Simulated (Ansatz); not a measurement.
Consider BaOsO3 (cubic perovskite) (Pm-3m).

The structure was built from a prototype and need not be the compound's stable phase.

```xyz
5
Lattice="0.0000 -3.9517 0.0000 0.0000 0.0000 3.9517 -3.9517 0.0000 0.0000" Properties=species:S:1:pos:R:3 pbc="T T T"
Ba    0.0000    0.0000    0.0000
Os   -1.9758   -1.9758    1.9758
O     0.0000   -1.9758    1.9758
O    -1.9758   -1.9758    0.0000
O    -1.9758    0.0000    1.9758
```

The structure was relaxed with LDA. The structure type comes from a generator and need not be one that this composition takes. The structure was generated from a model, not taken from a measurement. The runs that relaxed it are not among those shown. The program's search for lower electronic states was switched off, so nothing shows that the state found is the lowest. Spin-orbit coupling is left out unless a run names it. PAW set soft_2, made with PBE.

A constrained-RPA run (Ansatz 0.2.0; non-magnetic LDA; Os t2g, bands v2 to c1, 6×6×6 mesh, medium accuracy) builds 3 functions on bands 4.2 eV wide, with 4.0 electrons in the window. The bare on-site interaction is 10.5 eV and the bare J 0.33 eV.

Question: What U and J survive the screening?

On the Os t2g shell, U = 2.50 eV (24 % of the bare value), U′ = 1.96 eV, J = 0.23 eV.

The parent state is non-magnetic and the interaction static (zero frequency); U depends on the window and the orbitals, so it belongs to this model alone. Spin-orbit coupling, which is strong for atoms this heavy, is left out.

[Paths, hosts, dates, memory and timing lines, banners, echoed tables and standing remarks are left out of the program output.]

[Logs are printed without paths, hosts, clocks, repeated set-up lines and the standing remarks that a program may print on its own settings, such as how far it seeks lower states.]

[Runs of the session that timed out or met a known fault of the program may be left out.]

[Hosts, paths, dates, database ids (printed as entryN), source tags and the programs' standing remarks are cut or masked in the printed files.]
